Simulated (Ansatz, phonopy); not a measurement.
# Grüneisen parameters and expansion of GaP (F-43m), part 3 of 4

Aim: how the vibrations of GaP shift with volume, and the expansion that follows.

What experiment has found for this phase:
- volume expansion coefficient 15.9 1e-6/K, heat capacity C_P per formula unit 44.2 J/mol/K and bulk modulus 88.7 GPa near room temperature (given in “High-Throughput Prediction of Finite-Temperature Properties using the Quasi-Harmonic Approximation”, 2016, arXiv:1603.06924)

Ansatz 0.2.0; DFT LDA, scalar-relativistic, plane waves, PAW.

So far, gap on the k-mesh (eV): step 2 (probe on a coarse mesh) 1.49; step 3 (relaxing cell and atoms, k-mesh 8×8×8, smearing width 0.02 eV) 1.43; step 6 (k-mesh 8×8×8, occupations fixed, V/V0 1.015) 1.46.

## 9. Lattice dynamics at this volume, V/V0 0.985

The same q-mesh and k-mesh are kept at every volume, so that much of their error can cancel in the differences.

Input file input.yaml:

```yaml
crystal:
  lattice:
    - [0.0, 2.682103857, 2.682103857]
    - [2.682103857, 0.0, 2.682103857]
    - [2.682103857, 2.682103857, 0.0]
  atoms:
    - { symbol: Ga, position: [0.0, 0.0, 0.0] }
    - { symbol: P, position: [0.25, 0.25, 0.25] }
kpoints:
  mp_grid: { grid: [8, 8, 8] }
hamiltonian:
  xc: lda
scf:
  occupations: { method: fixed }
output:
  eigenvalues: true
phonons:
  method: dfpt
  dielectric: true
  rigid_motions: translations
  qmesh: [4, 4, 4]
  temperatures: { t_max: 1000, t_step: 50 }
  qpath:
    path:
      - [[0.0, 0.0, 0.0], [-0.5, -0.5, 0.0], [-0.375, -0.375, 0.25]]
      - [[-0.375, 0.0, 0.375], [0.0, 0.0, 0.0], [0.0, 0.0, 0.5], [-0.5, -0.25, 0.25], [-0.5, -0.5, 0.0]]
    npoints: 10
```

Command:

```console
ansatz run input.yaml --threads 4 --pin off --max-ram 8192MiB --backend cpu --events-out ev --progress --plain --runs-dir out
```

Numbers of over 12 decimals in the logs are rounded to 6 here.

The program printed:

```text
[...]
Crystal: 2 atoms, lattice volume = 38.588 Å³
Basis set: ecut = 420 eV, 749 PW (Γ), exchange–correlation on 54×54×54 points (8 copies of the dense FFT grid, shifted against one another)
Bands: 13, of which v1, the nominal top of the filled ones, is band 9 counted from 1 (8 counted from 0)
Symmetry: 24 space group operations
k-points: 95 of 512 (irreducible under 4 space group operations, time reversal used)
[...]
optical modes at Γ + LO–TO along q̂ = [0.0000, 1.0000, 0.0000]:
      ω (cm⁻¹)  modes    IR ((D/Å)²/amu)
        371.64      2             8.8069
        401.52      1             4.4035
  optical modes at Γ + LO–TO along q̂ = [0.0000, 0.0000, 1.0000]:
      ω (cm⁻¹)  modes    IR ((D/Å)²/amu)
        371.64      2             8.8069
        401.52      1             4.4035
--- Phonons (arbitrary-q DFPT): 8 irreducible q on the 4×4×4 mesh ---
[...]
interpolated dispersion: 63 rows × 6 modes
[...]
[key lines of the parts left out:]
SCF converged after 7 iterations
Free energy (F): -4433.763022 eV
Fermi energy:    7.460746 eV
```

Elapsed: 59 s, on 4 threads of Arm Neoverse V2, shared host; peak memory 0.93 GiB; 3.7 min of CPU time.

LO-TO term included. The phonon branches at the labelled points (cm⁻¹):

| point | branch 1 | branch 2 | branch 3 | branch 4 | branch 5 | branch 6 |
| --- | --- | --- | --- | --- | --- | --- |
| Γ | 0 | 0 | 0 | 372 | 372 | 402 |
| halfway | 89 | 89 | 170 | 368 | 368 | 394 |
| X | 100 | 100 | 255 | 370 | 370 | 374 |
| halfway | 102 | 114 | 247 | 355 | 370 | 389 |
| U | 104 | 134 | 230 | 343 | 368 | 401 |
| jump to K | 104 | 134 | 230 | 343 | 368 | 401 |
| halfway | 77 | 112 | 168 | 366 | 368 | 392 |
| Γ | 0 | 0 | 0 | 372 | 372 | 402 |
| halfway | 66 | 66 | 164 | 370 | 370 | 392 |
| L | 77 | 77 | 236 | 370 | 370 | 378 |
| halfway | 102 | 126 | 218 | 347 | 369 | 399 |
| W | 124 | 143 | 220 | 335 | 372 | 401 |
| halfway | 112 | 120 | 240 | 347 | 372 | 393 |
| X | 100 | 100 | 255 | 370 | 370 | 374 |

The phonon branches as a text plot (rows in cm⁻¹):

```
    395 |********      ***********************      ***********
    379 |***     ******          **********   ******    *********
    362 |   ********* **************       *****  ******       **
    345 |               *******                      ****   ***
    328 |                                                ***
    311 |
    294 |
    278 |
    261 |            **                                         *
    244 |         ***  **                        *            **
    227 |                ***                   ** ****   *****
    210 |        *          *                 *       ***
    193 |       *            ***             *
    177 |      *                *
    160 |                                   *
    143 |    **            **    *         *            ****
    126 |               ***  ***                      ** *****
    109 |   *         *******   * **      *         *****    ***
     93 |      ********      *** *                 ***          *
     76 |  * **                 * ***    *   *******
     59 |   *                    ***       **
     42 | **                        **  * *
     25 | *                          *   *
      8 |*                            ***
         Γ           X  U|K            Γ         L        W     X
```

No mode is imaginary beyond numerical noise at the solved wavevectors. The highest zone-centre mode (no LO–TO term) moved by +1.9 % for a volume change of -1.5 %.

## 10. A cell at another volume, V/V0 1.03

Symmetry fixes every atom, so a single point at the scaled cell gives the energy and pressure of this member.

input.yaml, the sections that differ from step 9:

```yaml
crystal:
  lattice:
    - [0.0, 2.7223414064, 2.7223414064]
    - [2.7223414064, 0.0, 2.7223414064]
    - [2.7223414064, 2.7223414064, 0.0]
  atoms:
    - { symbol: Ga, position: [0.0, 0.0, 0.0] }
    - { symbol: P, position: [0.25, 0.25, 0.25] }
output:
  forces: true
  stress: true
  eigenvalues: true
  write_density: true
  write_potential: true
  elf: true
  volumetric_format: npy
# kpoints, hamiltonian, scf: as in step 9
# phonons: removed
```

The program printed:

```text
[...]
Crystal: 2 atoms, lattice volume = 40.351 Å³
Basis set: ecut = 420 eV, 749 PW (Γ)
Bands: 13, of which v1, the nominal top of the filled ones, is band 9 counted from 1 (8 counted from 0)
Symmetry: 24 space group operations
[...]
k-points: 29 of 512 (time reversal used)
[...]
--- Band table (eV; the first three rows and the last of 29) ---
  k-point 0: bands = [... 5 lower, -5.6620, 6.8816, 6.8816, 6.8816, 8.5167, 10.6671, 10.6671, 10.6671]
  k-point 1: bands = [... 5 lower, -5.4589, 5.2034, 6.6462, 6.6462, 9.1785, 11.0207, 11.0207, 11.2256]
  k-point 2: bands = [... 5 lower, -4.8818, 2.9373, 6.2066, 6.2066, 8.8803, 11.5301, 11.5301, 13.0748]
  k-point 28: bands = [... 5 lower, -2.5512, 0.2229, 3.2453, 3.3922, 11.4712, 11.6572, 12.8494, 12.8816]
[key lines of the parts left out:]
SCF converged after 6 iterations
Free energy (F): -4433.756120 eV
Fermi energy:    6.881551 eV
P = ⅓ Tr σ = -2.4985 GPa (-24.985 kbar)
```

Wall time 0.67 s (4 threads); peak memory 0.3 GiB.

The run ends at a pressure of -2.50 GPa.

## 11. Lattice dynamics at this volume, V/V0 1.03

Phonons at this volume give one point of F(V, T); meshes stay fixed along the series.

input.yaml, the sections that differ from step 10:

```yaml
output:
  eigenvalues: true
phonons:
  method: dfpt
  dielectric: true
  rigid_motions: translations
  qmesh: [4, 4, 4]
  temperatures: { t_max: 1000, t_step: 50 }
  qpath:
    path:
      - [[0.0, 0.0, 0.0], [-0.5, -0.5, 0.0], [-0.375, -0.375, 0.25]]
      - [[-0.375, 0.0, 0.375], [0.0, 0.0, 0.0], [0.0, 0.0, 0.5], [-0.5, -0.25, 0.25], [-0.5, -0.5, 0.0]]
    npoints: 10
# crystal, kpoints, hamiltonian, scf: as in step 10
```

The program printed:

```text
[...]
Crystal: 2 atoms, lattice volume = 40.351 Å³
Basis set: ecut = 420 eV, 749 PW (Γ), exchange–correlation on 54×54×54 points (8 copies of the dense FFT grid, shifted against one another)
Bands: 13, of which v1, the nominal top of the filled ones, is band 9 counted from 1 (8 counted from 0)
Symmetry: 24 space group operations
k-points: 95 of 512 (irreducible under 4 space group operations, time reversal used)
[...]
optical modes at Γ + LO–TO along q̂ = [0.0000, 1.0000, 0.0000]:
      ω (cm⁻¹)  modes    IR ((D/Å)²/amu)
        351.89      2             9.4538
        383.11      1             4.7269
  optical modes at Γ + LO–TO along q̂ = [0.0000, 0.0000, 1.0000]:
      ω (cm⁻¹)  modes    IR ((D/Å)²/amu)
        351.89      2             9.4538
        383.11      1             4.7269
--- Phonons (arbitrary-q DFPT): 8 irreducible q on the 4×4×4 mesh ---
[...]
interpolated dispersion: 63 rows × 6 modes
[...]
[key lines of the parts left out:]
SCF converged after 7 iterations
Free energy (F): -4433.756121 eV
Fermi energy:    6.881584 eV
```

Wall time 60 s (4 threads); peak memory 0.95 GiB; 3.8 min of CPU time.

LO-TO term included. The phonon branches at the labelled points (cm⁻¹):

| point | branch 1 | branch 2 | branch 3 | branch 4 | branch 5 | branch 6 |
| --- | --- | --- | --- | --- | --- | --- |
| Γ | 0 | 0 | 0 | 352 | 352 | 383 |
| halfway | 90 | 90 | 161 | 346 | 346 | 375 |
| X | 104 | 104 | 244 | 346 | 346 | 354 |
| halfway | 106 | 116 | 236 | 334 | 346 | 366 |
| U | 108 | 133 | 220 | 323 | 344 | 377 |
| jump to K | 108 | 133 | 220 | 323 | 344 | 377 |
| halfway | 79 | 111 | 160 | 346 | 346 | 372 |
| Γ | 0 | 0 | 0 | 352 | 352 | 383 |
| halfway | 67 | 67 | 156 | 348 | 348 | 373 |
| L | 82 | 82 | 227 | 348 | 348 | 357 |
| halfway | 104 | 125 | 209 | 327 | 346 | 376 |
| W | 123 | 142 | 209 | 316 | 348 | 378 |
| halfway | 114 | 121 | 229 | 327 | 347 | 370 |
| X | 104 | 104 | 244 | 346 | 346 | 354 |

The phonon branches as a text plot (rows in cm⁻¹):

```
    375 |********       **********************      ***********
    359 |**      *******             ****     ******           **
    343 |  **************************    ************************
    327 |              ********                      ****   ***
    311 |                                                ***
    295 |
    279 |
    263 |
    247 |            **                                        **
    231 |         ***  **                       ***          **
    215 |        *       ***                   *   ****  ****
    200 |                   *                 *        **
    184 |       *            ***             *
    168 |      *                *
    152 |                                   *
    136 |    **          ******  *         *           ******
    120 |              **      *                     ** *******
    104 |   *   *************** * **      *         ****      ***
     88 |      *               * *             ******
     72 |  * **                 *****    *  ***
     56 |   *                     ***      *
     40 | **                        **  * *
     24 | *                          *  **
      8 |*                            **
         Γ           X  U|K            Γ         L        W     X
```

No mode is imaginary beyond numerical noise at the solved wavevectors. The highest zone-centre mode (no LO–TO term) moved by -3.6 % for a volume change of +3.0 %.

## 12. Single point at a scaled cell, V/V0 0.97

Symmetry fixes every atom, so a single point at the scaled cell gives the energy and pressure of this member.

The cell differs from the one that the last finished run ended in (a 3.850 → 3.774 Å, b 3.850 → 3.774 Å, c 3.850 → 3.774 Å).

input.yaml, the sections that differ from step 11:

```yaml
crystal:
  lattice:
    - [0.0, 2.6684194156, 2.6684194156]
    - [2.6684194156, 0.0, 2.6684194156]
    - [2.6684194156, 2.6684194156, 0.0]
  atoms:
    - { symbol: Ga, position: [0.0, 0.0, 0.0] }
    - { symbol: P, position: [0.25, 0.25, 0.25] }
output:
  forces: true
  stress: true
  eigenvalues: true
# kpoints, hamiltonian, scf: as in step 11
# phonons: removed
```

The program printed:

```text
[...]
Crystal: 2 atoms, lattice volume = 38.001 Å³
Basis set: ecut = 420 eV, 725 PW (Γ)
Bands: 13, of which v1, the nominal top of the filled ones, is band 9 counted from 1 (8 counted from 0)
Symmetry: 24 space group operations
[...]
k-points: 29 of 512 (time reversal used)
[...]
--- Band table (eV; the first three rows and the last of 29) ---
  k-point 0: bands = [... 5 lower, -5.3464, 7.6663, 7.6663, 7.6663, 9.8038, 11.4311, 11.4311, 11.4311]
  k-point 1: bands = [... 5 lower, -5.1265, 5.9748, 7.4075, 7.4075, 10.2826, 11.8130, 11.8130, 12.1633]
  k-point 2: bands = [... 5 lower, -4.5020, 3.5823, 6.9315, 6.9315, 9.8718, 12.3417, 12.3417, 14.1756]
  k-point 28: bands = [... 5 lower, -1.9237, 0.7403, 3.7366, 3.8748, 12.2717, 12.6999, 13.6536, 13.8115]
[key lines of the parts left out:]
SCF converged after 6 iterations
Free energy (F): -4433.755109 eV
Fermi energy:    7.666307 eV
P = ⅓ Tr σ = 2.9324 GPa (29.324 kbar)
```

The job ended after 0.51 s (4 threads; peak memory 0.3 GiB).

The run ends at a pressure of 2.93 GPa.

## 13. Lattice dynamics at this volume, V/V0 0.97

The same q-mesh and k-mesh are kept at every volume, so that much of their error can cancel in the differences.

input.yaml, the sections that differ from step 12:

```yaml
output:
  eigenvalues: true
phonons:
  method: dfpt
  dielectric: true
  rigid_motions: translations
  qmesh: [4, 4, 4]
  temperatures: { t_max: 1000, t_step: 50 }
  qpath:
    path:
      - [[0.0, 0.0, 0.0], [-0.5, -0.5, 0.0], [-0.375, -0.375, 0.25]]
      - [[-0.375, 0.0, 0.375], [0.0, 0.0, 0.0], [0.0, 0.0, 0.5], [-0.5, -0.25, 0.25], [-0.5, -0.5, 0.0]]
    npoints: 10
# crystal, kpoints, hamiltonian, scf: as in step 12
```

The program printed:

```text
[...]
Crystal: 2 atoms, lattice volume = 38.001 Å³
Basis set: ecut = 420 eV, 725 PW (Γ), exchange–correlation on 54×54×54 points (8 copies of the dense FFT grid, shifted against one another)
Bands: 13, of which v1, the nominal top of the filled ones, is band 9 counted from 1 (8 counted from 0)
Symmetry: 24 space group operations
k-points: 95 of 512 (irreducible under 4 space group operations, time reversal used)
[...]
optical modes at Γ + LO–TO along q̂ = [0.0000, 1.0000, 0.0000]:
      ω (cm⁻¹)  modes    IR ((D/Å)²/amu)
        378.63      2             8.5937
        407.99      1             4.2969
  optical modes at Γ + LO–TO along q̂ = [0.0000, 0.0000, 1.0000]:
      ω (cm⁻¹)  modes    IR ((D/Å)²/amu)
        378.63      2             8.5937
        407.99      1             4.2969
--- Phonons (arbitrary-q DFPT): 8 irreducible q on the 4×4×4 mesh ---
[...]
interpolated dispersion: 63 rows × 6 modes
[...]
[key lines of the parts left out:]
SCF converged after 7 iterations
Free energy (F): -4433.755110 eV
Fermi energy:    7.666305 eV
```

Wall time 58 s (4 threads); peak memory 0.89 GiB; 3.7 min of CPU time.

No mode is imaginary beyond numerical noise at the solved wavevectors. The highest zone-centre mode (no LO–TO term) moved by +3.8 % for a volume change of -3.0 %.

## 14. A cell at another volume, V/V0 1.05

Symmetry fixes every atom, so a single point at the scaled cell gives the energy and pressure of this member.

The cell differs from the one that the last finished run ended in (a 3.774 → 3.875 Å, b 3.774 → 3.875 Å, c 3.774 → 3.875 Å).

input.yaml, the sections that differ from step 13:

```yaml
crystal:
  lattice:
    - [0.0, 2.7398489062, 2.7398489062]
    - [2.7398489062, 0.0, 2.7398489062]
    - [2.7398489062, 2.7398489062, 0.0]
  atoms:
    - { symbol: Ga, position: [0.0, 0.0, 0.0] }
    - { symbol: P, position: [0.25, 0.25, 0.25] }
output:
  forces: true
  stress: true
  eigenvalues: true
# kpoints, hamiltonian, scf: as in step 13
# phonons: removed
```

The program printed:

```text
[...]
Crystal: 2 atoms, lattice volume = 41.135 Å³
Basis set: ecut = 420 eV, 821 PW (Γ)
Bands: 13, of which v1, the nominal top of the filled ones, is band 9 counted from 1 (8 counted from 0)
Symmetry: 24 space group operations
[...]
k-points: 29 of 512 (time reversal used)
[...]
--- Band table (eV; the first three rows and the last of 29) ---
  k-point 0: bands = [... 5 lower, -5.7597, 6.6403, 6.6403, 6.6403, 8.1176, 10.4300, 10.4300, 10.4300]
  k-point 1: bands = [... 5 lower, -5.5616, 4.9627, 6.4123, 6.4123, 8.8320, 10.7750, 10.7751, 10.9430]
  k-point 2: bands = [... 5 lower, -4.9990, 2.7369, 5.9839, 5.9839, 8.5719, 11.2782, 11.2782, 12.7362]
  k-point 28: bands = [... 5 lower, -2.7443, 0.0635, 3.0943, 3.2433, 11.2237, 11.3319, 12.5494, 12.6428]
[key lines of the parts left out:]
SCF converged after 6 iterations
Free energy (F): -4433.740300 eV
Fermi energy:    6.640337 eV
P = ⅓ Tr σ = -3.9468 GPa (-39.468 kbar)
```

Wall time 0.52 s (4 threads); peak memory 0.29 GiB.

The run ends at a pressure of -3.95 GPa.

## 15. Lattice dynamics at this volume, V/V0 1.05

Phonons at this volume give one point of F(V, T); meshes stay fixed along the series.

input.yaml, the sections that differ from step 14:

```yaml
output:
  eigenvalues: true
phonons:
  method: dfpt
  dielectric: true
  rigid_motions: translations
  qmesh: [4, 4, 4]
  temperatures: { t_max: 1000, t_step: 50 }
  qpath:
    path:
      - [[0.0, 0.0, 0.0], [-0.5, -0.5, 0.0], [-0.375, -0.375, 0.25]]
      - [[-0.375, 0.0, 0.375], [0.0, 0.0, 0.0], [0.0, 0.0, 0.5], [-0.5, -0.25, 0.25], [-0.5, -0.5, 0.0]]
    npoints: 10
# crystal, kpoints, hamiltonian, scf: as in step 14
```

The program printed:

```text
[...]
Crystal: 2 atoms, lattice volume = 41.135 Å³
Basis set: ecut = 420 eV, 821 PW (Γ), exchange–correlation on 54×54×54 points (8 copies of the dense FFT grid, shifted against one another)
Bands: 13, of which v1, the nominal top of the filled ones, is band 9 counted from 1 (8 counted from 0)
Symmetry: 24 space group operations
k-points: 95 of 512 (irreducible under 4 space group operations, time reversal used)
[...]
optical modes at Γ + LO–TO along q̂ = [0.0000, 1.0000, 0.0000]:
      ω (cm⁻¹)  modes    IR ((D/Å)²/amu)
        343.64      2             9.7419
        375.35      1             4.8709
  optical modes at Γ + LO–TO along q̂ = [0.0000, 0.0000, 1.0000]:
      ω (cm⁻¹)  modes    IR ((D/Å)²/amu)
        343.64      2             9.7419
        375.35      1             4.8709
--- Phonons (arbitrary-q DFPT): 8 irreducible q on the 4×4×4 mesh ---
[...]
interpolated dispersion: 63 rows × 6 modes
[...]
[key lines of the parts left out:]
SCF converged after 7 iterations
Free energy (F): -4433.740301 eV
Fermi energy:    6.640382 eV
```

The job ended after 60 s (4 threads; peak memory 0.96 GiB; 3.8 min of CPU time).

No mode is imaginary beyond numerical noise at the solved wavevectors. The highest zone-centre mode (no LO–TO term) moved by -5.8 % for a volume change of +5.0 %.

## 16. Mode Grüneisen parameters

This step: DFT LDA, scalar-relativistic, plane waves, PAW (phonopy 4.10.0).

This step gave:

- share of modes with a negative Grüneisen parameter: 0.225

Mean Grüneisen, by row:

| T (K) | heat-capacity-weighted mean | root mean square |
| --- | --- | --- |
| 50 | -0.128 | 0.574 |
| 100 | 0.267 | 0.806 |
| 200 | 0.605 | 0.993 |
| 300 | 0.688 | 1.035 |
| 500 | 0.732 | 1.057 |
| 800 | 0.748 | 1.065 |

(Continued in part 4 of 4.)

[Logs are printed without paths, hosts, clocks, repeated set-up lines and the standing remarks that a program may print on its own settings, such as how far it seeks lower states.]

[Hosts, paths, dates, database ids (printed as entryN), source tags and the programs' standing remarks are cut or masked in the printed files.]

[A step with changed settings may run another functional than the one named; its input shows which.]

[Of the runs on displaced cells, only some may be shown.]
